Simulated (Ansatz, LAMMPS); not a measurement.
# Which site? a vacancy of O in amorphous HfO2 at 7.65 g/cm^3 (78 atoms)

At which site of amorphous HfO2 at 7.65 g/cm^3 (78 atoms) does a vacancy of O cost least, and what about the site decides it?

Method: Kohn-Sham DFT, PBE, PAW (set soft_2), plane waves, in Ansatz 0.2.0.

### Step 1. The structure

The cell holds 78 atoms: 26 Hf and 52 O. Cell: a = 10.591 Å, b = 10.591 Å, c = 10.591 Å, α = 90.0°, β = 90.0°, γ = 90.0°. 78 atoms (26 Zr, 52 O) placed at random at 4.48 g/cm³, melted at 5000 K for 10 ps at fixed volume with the Morse and Coulomb pair potential with partial charges (Pedone, Malavasi, Menziani, Cormack and Segre, J. Phys. Chem. B 110, 11780 (2006)). Quenched from 5000 K to 300 K at 50 K/ps and fixed volume, held 5 ps, then minimised at fixed cell. Then Zr was replaced by Hf (the potential has no terms for the new elements, so the cell is a start for a DFT relaxation).

Limits known from the start: The quench rate of 50 K/ps is orders of magnitude faster than experiment, which tends to freeze in extra defects. The starting topology of bonds comes from the classical model, and needn't be the one that DFT or experiment would give. Sampling is at Γ alone, for a cell whose shortest periodic width is 11 Å. Spin–orbit coupling is left out, which matters for the levels of the heavy elements.

### Step 2. Single point at the start

The forces at the start show how far the geometry lies from a minimum of this functional.

input.yaml reads:

```yaml
crystal:
  lattice:
    - [10.5908, 0.0, 0.0]
    - [0.0, 10.5908, 0.0]
    - [0.0, 0.0, 10.5908]
  atoms:
    - { symbol: Hf, position: [0.46074, 0.62498, 0.27267] }
    - { symbol: Hf, position: [0.13756, 0.7163, 0.20324] }
    - { symbol: Hf, position: [0.73519, 0.6017, 0.77211] }
    - { symbol: Hf, position: [0.6849, 0.3773, 0.06194] }
    - { symbol: Hf, position: [0.97071, 0.87257, 0.90177] }
    - { symbol: Hf, position: [0.49674, 0.63959, 0.97774] }
    - { symbol: Hf, position: [0.80765, 0.54463, 0.27897] }
    - { symbol: Hf, position: [0.15613, 0.499, 0.42835] }
    - { symbol: Hf, position: [0.2356, 0.69152, 0.71015] }
    - { symbol: Hf, position: [0.96949, 0.19299, 0.90425] }
    - { symbol: Hf, position: [0.47513, 0.40664, 0.56291] }
    - { symbol: Hf, position: [0.98573, 0.52805, 0.94462] }
    - { symbol: Hf, position: [0.64364, 0.87192, 0.26492] }
    - { symbol: Hf, position: [0.45686, 0.88977, 0.81532] }
    - { symbol: Hf, position: [0.23169, 0.20292, 0.34953] }
    - { symbol: Hf, position: [0.3343, 0.02296, 0.15392] }
    - { symbol: Hf, position: [0.23244, 0.39047, 0.08675] }
    - { symbol: Hf, position: [0.20626, 0.3718, 0.72012] }
    - { symbol: Hf, position: [0.94776, 0.74005, 0.47414] }
    - { symbol: Hf, position: [0.85093, 0.41183, 0.59919] }
    - { symbol: Hf, position: [0.45779, 0.95562, 0.50222] }
    - { symbol: Hf, position: [0.66529, 0.09882, 0.05656] }
    - { symbol: Hf, position: [0.43194, 0.17692, 0.84656] }
    - { symbol: Hf, position: [0.73282, 0.1946, 0.39904] }
    - { symbol: Hf, position: [0.97453, 0.98057, 0.2063] }
    - { symbol: Hf, position: [0.98219, 0.08542, 0.6093] }
    - { symbol: O, position: [0.28438, 0.83333, 0.15414] }
    - { symbol: O, position: [0.99406, 0.59079, 0.33868] }
    - { symbol: O, position: [0.89159, 0.09791, 0.3379] }
    - { symbol: O, position: [0.85075, 0.49363, 0.09253] }
    - { symbol: O, position: [0.63765, 0.51594, 0.92861] }
    - { symbol: O, position: [0.87286, 0.4481, 0.79704] }
    - { symbol: O, position: [0.4928, 0.80333, 0.37212] }
    - { symbol: O, position: [0.05375, 0.41495, 0.57439] }
    - { symbol: O, position: [0.38966, 0.52815, 0.09921] }
    - { symbol: O, position: [0.26591, 0.61543, 0.31436] }
    - { symbol: O, position: [0.12618, 0.56664, 0.07816] }
    - { symbol: O, position: [0.32329, 0.2275, 0.16646] }
    - { symbol: O, position: [0.63825, 0.00546, 0.41618] }
    - { symbol: O, position: [0.51355, 0.54205, 0.43494] }
    - { symbol: O, position: [0.2962, 0.35893, 0.46353] }
    - { symbol: O, position: [0.55926, 0.73764, 0.13494] }
    - { symbol: O, position: [0.77841, 0.95821, 0.14606] }
    - { symbol: O, position: [0.57094, 0.26252, 0.4767] }
    - { symbol: O, position: [0.1325, 0.53804, 0.80844] }
    - { symbol: O, position: [0.59144, 0.0134, 0.89656] }
    - { symbol: O, position: [0.77844, 0.73337, 0.3342] }
    - { symbol: O, position: [0.35153, 0.02291, 0.94395] }
    - { symbol: O, position: [0.92161, 0.03306, 0.79337] }
    - { symbol: O, position: [0.99422, 0.03897, 0.01777] }
    - { symbol: O, position: [0.38995, 0.29216, 0.6973] }
    - { symbol: O, position: [0.69362, 0.23308, 0.2039] }
    - { symbol: O, position: [0.88222, 0.69275, 0.87649] }
    - { symbol: O, position: [0.79567, 0.22899, 0.97818] }
    - { symbol: O, position: [0.12286, 0.66641, 0.54451] }
    - { symbol: O, position: [0.65444, 0.45881, 0.65743] }
    - { symbol: O, position: [0.83868, 0.2157, 0.57838] }
    - { symbol: O, position: [0.35871, 0.04994, 0.36318] }
    - { symbol: O, position: [0.92669, 0.9062, 0.5648] }
    - { symbol: O, position: [0.11856, 0.8253, 0.78966] }
    - { symbol: O, position: [0.32603, 0.52409, 0.65206] }
    - { symbol: O, position: [0.4556, 0.04133, 0.68793] }
    - { symbol: O, position: [0.13153, 0.1345, 0.50036] }
    - { symbol: O, position: [0.37698, 0.82279, 0.63859] }
    - { symbol: O, position: [0.28977, 0.31865, 0.90723] }
    - { symbol: O, position: [0.5303, 0.00289, 0.16067] }
    - { symbol: O, position: [0.1503, 0.0669, 0.22161] }
    - { symbol: O, position: [0.35908, 0.72398, 0.87123] }
    - { symbol: O, position: [0.03806, 0.83572, 0.32577] }
    - { symbol: O, position: [0.55199, 0.25098, 0.98285] }
    - { symbol: O, position: [0.05443, 0.34376, 0.99063] }
    - { symbol: O, position: [0.62966, 0.50869, 0.20287] }
    - { symbol: O, position: [0.59687, 0.73863, 0.82708] }
    - { symbol: O, position: [0.84401, 0.61634, 0.5955] }
    - { symbol: O, position: [0.80989, 0.39705, 0.4051] }
    - { symbol: O, position: [0.00778, 0.8062, 0.08437] }
    - { symbol: O, position: [0.14896, 0.37041, 0.27228] }
    - { symbol: O, position: [0.07755, 0.22135, 0.7459] }
kpoints:
  mp_grid: { grid: [1, 1, 1] }
hamiltonian:
  xc: pbe
scf:
  occupations: { method: fermi_dirac, width: 0.025 }
output:
  forces: true
```

On the command line:

```sh
ansatz run input.yaml --threads 4 --pin off --max-ram 8192MiB --backend cpu --events-out ev --progress --plain --runs-dir out
```

Numbers of over 12 decimals in the logs are rounded to 6 here.

Log:

```text
[...]
Pseudopotentials: kind: paw
Pseudopotential: Hf, paw, valence charge 26, recommended cutoff 420 eV (normal), Hf.paw.azcp
Pseudopotential: O, paw, valence charge 6, recommended cutoff 420 eV (normal), O.paw.azcp
[... 5 lines on functional and potentials left out ...]
Crystal: 78 atoms, lattice volume = 1187.918 Å³
Basis set: ecut = 420 eV, 23127 PW (Γ), exchange–correlation on 144×144×144 points (8 copies of the dense FFT grid, shifted against one another)
Bands: 572, of which v1, the nominal top of the filled ones, is band 494 counted from 1 (493 counted from 0)
Symmetry: 1 space group operations
Space group: P1 (ITA 1), of the structure as read, at distance tolerance 1.1e-4 Å
k-points: 1
[... 5 lines on functional and potentials left out ...]
Initial density: superposition of atomic densities (neutral atoms: chi_scale 0, normalization atom), corrected by the library's trained network
Initial wavefunctions: pseudopotential atomic-orbital guess
[...]
SCF iter   1: F=—  HF=-438385.094479 eV  |F-HF|=—  |Δ(HF+E_count)|=         —  Δρ=4.16e-3  dr2=2.13e-1  ethr=1.77e-3  ⟨swp⟩=5.0  Hψ=1760  notcnv=0  defer=55
preconditioner: auto → Resta (q_TF=auto, 2.646 Å⁻¹)  ε∞=4.8  [insulator: Δε(μ)=3.058 eV  Ē_g=16.908 eV  σ=0.025 eV  W_gap=1.00  n_scr=364 (ndim 8)  ℏωp=33.0 eV  f_vac=0.202  D(μ)=0.00/eV (n_scr^D=0)  ε∞_Penn≈4.8]
[...]
SCF iter  10: F=—  HF=-438385.086026 eV  |F-HF|=—  |Δ(HF+E_count)|=   4.43e-7  Δρ=5.99e-6  dr2=4.29e-7  ethr=9.70e-11  ⟨swp⟩=2.0  Hψ=995  notcnv=0  defer=69
SCF iter  11: F=-438385.086026 eV  HF=-438385.086026 eV  |F-HF|=2.68e-8  |Δ(HF+E_count)|=   8.95e-8  Δρ=1.94e-6  dr2=5.88e-8  ethr=1.01e-11  ⟨swp⟩=2.0  Hψ=2057  notcnv=0
SCF 1 converged in 11 iterations: F = -438385.086026 eV  dr2 = 5.88e-8
[...]
SCF converged after 11 iterations
Free energy (F): -438385.086026 eV
Harris-Foulkes:  -438385.086026 eV  (|F-HF|=2.68e-8)
Internal energy: -438385.086026 eV  (E = F + TS)
E sigma→0 (E₀):  -438385.086026 eV
Fermi energy:    11.088706 eV
--- Per-component energies (eV) ---
[...]
Σ components = -438385.086026   (vs F -438385.086026, Δ=0.00e0)
--- Forces (eV/Å), atoms counted from 1 ---
  atom   1  Hf    -0.03279948    -0.83426086     2.35001451
  atom   2  Hf     0.57678602     1.34185733    -0.73040379
  atom   3  Hf    -0.54618777     0.20407876    -0.07166190
  atom   4  Hf    -0.12640995     0.63311583     0.47975817
[...]
atom  78  O     -0.14529408    -0.13805753     0.01070951
  max |Σ_I F_I| component: 3.29e-5 eV/Å
```

Run time: 68 s. Hardware: 4 threads of Intel Xeon at 2.50GHz (Skylake/Cascade Lake), shared host; peak memory 1.9 GiB; 2.3 min of CPU time.

In the SCF lines HF is the Harris–Foulkes energy and dr2 the Hartree energy of the density residual, in eV; the loop may stop once dr2 is under the threshold and the program's other checks hold. Hψ counts applications of the Hamiltonian.

The r.m.s. force at the start is 0.55 eV/Å.

### Step 3. Relaxation

With the cell held, the atoms are moved downhill towards a nearby minimum.

input.yaml reads:

```yaml
crystal:
  lattice:
    - [10.5908, 0.0, 0.0]
    - [0.0, 10.5908, 0.0]
    - [0.0, 0.0, 10.5908]
  atoms:
    [... the 78 atom lines of step 2 ...]
kpoints:
  mp_grid: { grid: [1, 1, 1] }
hamiltonian:
  xc: pbe
scf:
  occupations: { method: fermi_dirac, width: 0.025 }
output:
  forces: true
relax:
  f_tol: 0.05
  max_steps: 150
```

Log:

```text
[...]
Crystal: 78 atoms, lattice volume = 1187.918 Å³
Basis set: ecut = 420 eV, 23127 PW (Γ), exchange–correlation on 144×144×144 points (8 copies of the dense FFT grid, shifted against one another)
Bands: 593, of which v1, the nominal top of the filled ones, is band 494 counted from 1 (493 counted from 0)
Symmetry: 1 space group operations
[...]
k-points: 1
[...]
SCF iter   1: F=—  HF=-438385.092941 eV  |F-HF|=—  |Δ(HF+E_count)|=         —  Δρ=4.16e-3  dr2=2.13e-1  ethr=1.77e-3  ⟨swp⟩=4.0  Hψ=1798  notcnv=0  defer=74
[...]
SCF iter   6: F=—  HF=-438385.085936 eV  |F-HF|=—  |Δ(HF+E_count)|=   2.27e-4  Δρ=6.06e-5  dr2=7.61e-5  ethr=5.00e-8  ⟨swp⟩=2.0  Hψ=995  notcnv=0  defer=90
SCF iter   7: F=-438385.086005 eV  HF=-438385.086013 eV  |F-HF|=8.08e-6  |Δ(HF+E_count)|=   7.75e-5  Δρ=4.95e-5  dr2=3.36e-5  ethr=6.33e-9  ⟨swp⟩=4.0  Hψ=1794  notcnv=0
SCF 1 converged in 7 iterations: F = -438385.086005 eV  dr2 = 3.36e-5
[...]
relax step   1: F+E_penalty+E_count = -438385.08600527 eV  Δ(F+E_penalty+E_count) = +0.000e0 eV  max|allowed force component| = 2.351e0 eV/Å  Δτ_max = 0.0000 Å  (7 SCF iters, dr2 threshold 6.25e-5 eV, accepted)
[...]
relax step   2: F+E_penalty+E_count = -438386.37926243 eV  Δ(F+E_penalty+E_count) = -1.293e0 eV  max|allowed force component| = 9.904e-1 eV/Å  Δτ_max = 0.1701 Å  (7 SCF iters, dr2 threshold 1.00e-4 eV, accepted)
[...]
relax step   3: F+E_penalty+E_count = -438386.95785553 eV  Δ(F+E_penalty+E_count) = -5.786e-1 eV  max|allowed force component| = 4.561e-1 eV/Å  Δτ_max = 0.0672 Å  (6 SCF iters, dr2 threshold 6.13e-5 eV, accepted)
relax step   4: F+E_penalty+E_count = -438387.35899595 eV  Δ(F+E_penalty+E_count) = -4.011e-1 eV  max|allowed force component| = 2.113e-1 eV/Å  Δτ_max = 0.2000 Å  (7 SCF iters, dr2 threshold 3.69e-5 eV, accepted)
relax step   5: F+E_penalty+E_count = -438387.43946571 eV  Δ(F+E_penalty+E_count) = -8.047e-2 eV  max|allowed force component| = 1.561e-1 eV/Å  Δτ_max = 0.2000 Å  (7 SCF iters, dr2 threshold 9.47e-6 eV, accepted)
relax step   6: F+E_penalty+E_count = -438387.46266192 eV  Δ(F+E_penalty+E_count) = -2.320e-2 eV  max|allowed force component| = 1.226e-1 eV/Å  Δτ_max = 0.2000 Å  (8 SCF iters, dr2 threshold 5.23e-6 eV, accepted)
relax step   7: F+E_penalty+E_count = -438387.50041438 eV  Δ(F+E_penalty+E_count) = -3.775e-2 eV  max|allowed force component| = 1.112e-1 eV/Å  Δτ_max = 0.2000 Å  (7 SCF iters, dr2 threshold 8.19e-6 eV, accepted)
relax step   8: F+E_penalty+E_count = -438387.51503875 eV  Δ(F+E_penalty+E_count) = -1.462e-2 eV  max|allowed force component| = 2.673e-1 eV/Å  Δτ_max = 0.1954 Å  (7 SCF iters, dr2 threshold 7.63e-6 eV, accepted)
relax step   9: F+E_penalty+E_count = -438387.55246279 eV  Δ(F+E_penalty+E_count) = -3.742e-2 eV  max|allowed force component| = 2.081e-1 eV/Å  Δτ_max = 0.2000 Å  (7 SCF iters, dr2 threshold 5.88e-5 eV, accepted)
relax step  10: F+E_penalty+E_count = -438387.56725687 eV  Δ(F+E_penalty+E_count) = -1.479e-2 eV  max|allowed force component| = 2.444e-1 eV/Å  Δτ_max = 0.1918 Å  (7 SCF iters, dr2 threshold 2.62e-5 eV, accepted)
relax step  11: F+E_penalty+E_count = -438387.59342701 eV  Δ(F+E_penalty+E_count) = -2.617e-2 eV  max|allowed force component| = 1.252e-1 eV/Å  Δτ_max = 0.0531 Å  (5 SCF iters, dr2 threshold 3.62e-5 eV, accepted)
relax step  12: F+E_penalty+E_count = -438387.65208270 eV  Δ(F+E_penalty+E_count) = -5.866e-2 eV  max|allowed force component| = 1.284e-1 eV/Å  Δτ_max = 0.2000 Å  (7 SCF iters, dr2 threshold 4.12e-6 eV, accepted)
relax step  13: F+E_penalty+E_count = -438387.69475987 eV  Δ(F+E_penalty+E_count) = -4.268e-2 eV  max|allowed force component| = 2.829e-1 eV/Å  Δτ_max = 0.1949 Å  (7 SCF iters, dr2 threshold 4.33e-6 eV, accepted)
relax step  14: F+E_penalty+E_count = -438387.72377905 eV  Δ(F+E_penalty+E_count) = -2.902e-2 eV  max|allowed force component| = 2.758e-1 eV/Å  Δτ_max = 0.1920 Å  (6 SCF iters, dr2 threshold 8.00e-5 eV, accepted)
relax step  15: F+E_penalty+E_count = -438387.76102369 eV  Δ(F+E_penalty+E_count) = -3.724e-2 eV  max|allowed force component| = 2.082e-1 eV/Å  Δτ_max = 0.2000 Å  (6 SCF iters, dr2 threshold 7.23e-5 eV, accepted)
relax step  16: F+E_penalty+E_count = -438387.77902294 eV  Δ(F+E_penalty+E_count) = -1.800e-2 eV  max|allowed force component| = 1.804e-1 eV/Å  Δτ_max = 0.2000 Å  (7 SCF iters, dr2 threshold 2.47e-5 eV, accepted)
relax step  17: F+E_penalty+E_count = -438387.79360217 eV  Δ(F+E_penalty+E_count) = -1.458e-2 eV  max|allowed force component| = 1.036e-1 eV/Å  Δτ_max = 0.2000 Å  (7 SCF iters, dr2 threshold 1.86e-5 eV, accepted)
relax step  18: F+E_penalty+E_count = -438387.79288642 eV  Δ(F+E_penalty+E_count) = +7.158e-4 eV  max|allowed force component| = 1.477e-1 eV/Å  Δτ_max = 0.0316 Å  (7 SCF iters, dr2 threshold 3.54e-6 eV, rejected (line search))
[...]
relax step  19: F+E_penalty+E_count = -438387.79828069 eV  Δ(F+E_penalty+E_count) = -4.679e-3 eV  max|allowed force component| = 4.692e-2 eV/Å  Δτ_max = 0.0154 Å  (8 SCF iters, accepted)
SCF converged after 8 iterations
Free energy (F): -438387.798281 eV
[...]
Internal energy: -438387.798281 eV  (E = F + TS)
E sigma→0 (E₀):  -438387.798281 eV
Fermi energy:    11.082140 eV
[...]
Σ components = -438387.798281   (vs F -438387.798281, Δ=0.00e0)
--- Forces (eV/Å), atoms counted from 1 ---
  atom   1  Hf    -0.00755464    -0.00658427     0.01728554
  atom   2  Hf     0.01018733     0.00243404    -0.00152604
  atom   3  Hf     0.02297361    -0.01072203    -0.00299471
  atom   4  Hf    -0.00004881    -0.01203671    -0.00510603
[...]
atom  78  O     -0.00235586    -0.00806324    -0.00204528
  max |Σ_I F_I| component: 1.82e-4 eV/Å
--- Relaxed structure (19 steps of the walk, 18 accepted, 0 SCFs on fresh bases) ---
  F+E_penalty+E_count = -438387.79828069 eV   max|allowed force component| = 4.692e-2 eV/Å
  atoms:
    - { symbol: Hf, position: [0.464483, 0.609628, 0.279738] }
    - { symbol: Hf, position: [0.135544, 0.721994, 0.207424] }
    - { symbol: Hf, position: [0.743509, 0.596570, 0.768774] }
    - { symbol: Hf, position: [0.686292, 0.383018, 0.068433] }
[...]
- { symbol: O, position: [0.069617, 0.230782, 0.751613] }
```

Wall time 11 min (4 threads); peak memory 2 GiB.

The relaxation converged after 19 steps, 2.71 eV below its start, with a largest force component of 0.047 eV/Å.

### Step 4. Single point at the relaxed geometry

The electronic structure is read at the final geometry, in a run of its own.

input.yaml reads:

```yaml
crystal:
  lattice:
    - [10.5908, 0.0, 0.0]
    - [0.0, 10.5908, 0.0]
    - [0.0, 0.0, 10.5908]
  atoms:
    - { symbol: Hf, position: [0.46448, 0.60963, 0.27974] }
    - { symbol: Hf, position: [0.13554, 0.72199, 0.20742] }
    - { symbol: Hf, position: [0.74351, 0.59657, 0.76877] }
    - { symbol: Hf, position: [0.68629, 0.38302, 0.06843] }
    - { symbol: Hf, position: [0.97729, 0.8697, 0.90642] }
    - { symbol: Hf, position: [0.49198, 0.63359, 0.97858] }
    [... 66 atom lines left out ...]
    - { symbol: O, position: [0.62279, 0.74232, 0.8145] }
    - { symbol: O, position: [0.84435, 0.62209, 0.59774] }
    - { symbol: O, position: [0.80862, 0.40784, 0.40312] }
    - { symbol: O, position: [0.00751, 0.81195, 0.08776] }
    - { symbol: O, position: [0.15095, 0.37705, 0.29339] }
    - { symbol: O, position: [0.06962, 0.23078, 0.75161] }
kpoints:
  mp_grid: { grid: [1, 1, 1] }
hamiltonian:
  xc: pbe
scf:
  occupations: { method: fermi_dirac, width: 0.025 }
output:
  forces: true
  stress: true
  populations: true
  dos:
    method: { smearing: { sigma: 0.08 } }
    de: 0.1
    projected: { site_lists: { Hf: [Hf], O: [O] } }
  eigenvalues: true
  write_density: true
  write_potential: true
  volumetric_format: npy
```

Log:

```text
[...]
Crystal: 78 atoms, lattice volume = 1187.918 Å³
Basis set: ecut = 420 eV, 23127 PW (Γ), exchange–correlation on 144×144×144 points (8 copies of the dense FFT grid, shifted against one another)
Bands: 593, of which v1, the nominal top of the filled ones, is band 494 counted from 1 (493 counted from 0)
Symmetry: 1 space group operations
[...]
k-points: 1
[...]
SCF iter   1: F=—  HF=-438387.799236 eV  |F-HF|=—  |Δ(HF+E_count)|=         —  Δρ=3.91e-3  dr2=1.92e-1  ethr=1.77e-3  ⟨swp⟩=5.0  Hψ=1834  notcnv=0  defer=70
[...]
SCF iter  11: F=-438387.798277 eV  HF=-438387.798277 eV  |F-HF|=5.76e-9  |Δ(HF+E_count)|=   1.39e-8  Δρ=1.70e-6  dr2=3.85e-8  ethr=1.01e-11  ⟨swp⟩=13.0  Hψ=4703  notcnv=0
SCF 1 converged in 11 iterations: F = -438387.798277 eV  dr2 = 3.85e-8
[...]
SCF converged after 11 iterations
Free energy (F): -438387.798277 eV
[...]
Internal energy: -438387.798277 eV  (E = F + TS)
E sigma→0 (E₀):  -438387.798277 eV
Fermi energy:    11.082108 eV
[...]
--- Forces (eV/Å), atoms counted from 1 ---
  atom   1  Hf    -0.00709438    -0.00731414     0.01863913
  atom   2  Hf     0.01087602     0.00343718    -0.00052009
  atom   3  Hf     0.02286032    -0.01055217    -0.00256031
  atom   4  Hf     0.00057824    -0.01184886    -0.00441912
  atom   5  Hf     0.01102992    -0.00410349    -0.00718015
  atom   6  Hf    -0.03589104     0.01434111    -0.02672651
  atom   7  Hf     0.00529064    -0.00245744    -0.00681115
  atom   8  Hf     0.00108614     0.00650675     0.00939072
  atom   9  Hf     0.01145800    -0.01231852     0.01439643
  atom  10  Hf    -0.00882273    -0.00631924     0.00185542
  atom  11  Hf     0.00523013     0.01383192     0.00036461
  atom  12  Hf     0.00577742     0.00664715    -0.00855393
  atom  13  Hf    -0.00290886     0.01558512    -0.00003649
  atom  14  Hf    -0.02358637    -0.00252258     0.04518929
[...]
atom  77  O      0.00226414     0.00038737    -0.00300943
  atom  78  O     -0.00270285    -0.00811327    -0.00143248
  max |Σ_I F_I| component: 6.09e-5 eV/Å
--- Stress (GPa, compression-positive) ---
       -4.422068      -1.184541      -0.646948
       -1.184541      -6.476266       0.497664
       -0.646948       0.497664      -4.853048
  P = ⅓ Tr σ = -5.2505 GPa (-52.505 kbar)
--- Band table (eV) ---
[...]
--- Löwdin populations: 78 sites ---
  site symbol       q [e]
     0     Hf     24.5421
     1     Hf     24.5619
     2     Hf     24.5361
[...]
77      O      6.7250
  spilling = 0.002747 (of n_electrons = 988.000000)
```

Run time: 60 s. Hardware: 4 threads; peak memory 2 GiB.

Numbers from this run:

```yaml
free_energy: -438387.7983 eV
free_energy_per_atom: -5620.3564 eV/atom
scf_cycles: 11
pressure: -5.25 GPa
r_m_s_force_component: 0.00994 eV/Å
longest_force: 0.05104 eV/Å
fermi_energy: 11.08 eV
spacing_of_highest_filled_and_lowest_empty_level: 3.738 eV
spilling_of_the_projection: 0.002747
```

(Part 1 of 3 ends here.)

[Logs are printed without paths, hosts, clocks, repeated set-up lines and the standing remarks that a program may print on its own settings, such as how far it seeks lower states.]

[Hosts, paths, dates, database ids (printed as entryN), source tags and the programs' standing remarks are cut or masked in the printed files.]
